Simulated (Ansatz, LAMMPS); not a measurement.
# Static equation of state of amorphous polyisobutylene (as short chains C22H46), from a frame at 500 K, (204 atoms)

Density of this cell: 0.893 g/cm³. The cell holds 204 atoms: 66 C and 138 H. Its edges and angles: a = 12.153 Å, b = 12.192 Å, c = 11.707 Å, α = 88.8°, β = 91.0°, γ = 88.9°. The starting structure: 3 polyisobutylene chains of 5 units with methyl end groups placed at random, at 0.778 g/cm³; overlaps pushed apart, then 20 ps at 800 K with MMFF94 bonds, angles, torsions, charges and radii (Halgren, J. Comput. Chem. 17, 490 (1996)) in harmonic and 12-6 forms. Snapshot after 30 ps at 500 K and fixed volume.

Calculated with Ansatz 0.2.0: Kohn-Sham DFT, PBE+D4, PAW (set soft_2), plane waves; cutoff 420 eV, Γ point, fixed occupations. Cell and atoms were relaxed first, to V0 = 8.4984 Å³ an atom at a residual P0 = 0.005 GPa. The cell was then scaled evenly, and the atoms were relaxed at each volume.

```
volume (Å³/atom)  pressure (GPa)
          7.6485               ?
          7.9885          0.4012
          8.2434          0.1732
          8.7533         -0.1316
          9.0083         -0.2105
```

Task: Fit the third-order Birch–Murnaghan equation to the rows given and extrapolate to the withheld row.

Worked fit:

Take the Eulerian strain f = ½[(V0/V)^(2/3) − 1] and the normalised pressure F = (P − P0) / [3f(1 + 2f)^(5/2)]. The third-order Birch–Murnaghan equation is then the line F = B0 + (3/2)B0(B′ − 4) f, so u = f and v = F.

```
      u = f  v = F (GPa)
  0.0210563      5.65127
  0.0102568      5.18332
-0.00975647      4.91811
 -0.0190504      4.16358
```

With n = 4: mean u = 6.2656e-4, mean v = 4.97907, Σ(u − ū)² = 0.0010051, Σ(u − ū)(v − v̄) = 0.032379. Slope b = 0.032379 / 0.0010051 = 32.215; intercept a = v̄ − b ū = 4.9589.

So B0 = a = 4.96 GPa and B′ = 4 + 2b/(3a) = 8.33. At the withheld volume f = 0.03638, F = a + b f = 6.131 GPa, and P = P0 + 3f(1 + 2f)^(5/2) F.

Prediction at 7.6485: 0.8031 GPa. The run gave 0.8334 GPa, so the fit is low by 0.030 GPa (3.6 % of the value).

The series isn't one smooth equation of state: even a line fitted to all rows, the withheld one included, misses F by up to 5.8 %. B0 and B′ are then only the numbers of this fit, not moduli of the material. Among the rows given, the largest miss of the fit is at 9.0083, by 0.0094 GPa (0.90 % of the range of the table).

Limits: Static cells at zero temperature; the cell shape is held. The program notes that the SCF threshold of these relaxations is loose for the stress. The network of contacts between molecules at the start is that of the classical potential that made the cell, and needn't be the one that DFT or experiment would give. Only the Γ point is sampled, in a cell whose shortest periodic width is 12 Å.

[Logs are printed without paths, hosts, clocks, repeated set-up lines and the standing remarks that a program may print on its own settings, such as how far it seeks lower states.]

[Hosts, paths, dates, database ids (printed as entryN), source tags and the programs' standing remarks are cut or masked in the printed files.]

[The MMFF94 radii named for the starting cell were scaled by 0.96; in molecules described by MMFF94, hydrogen bound to N, O or S took a small fixed 12-6 site in their place.]
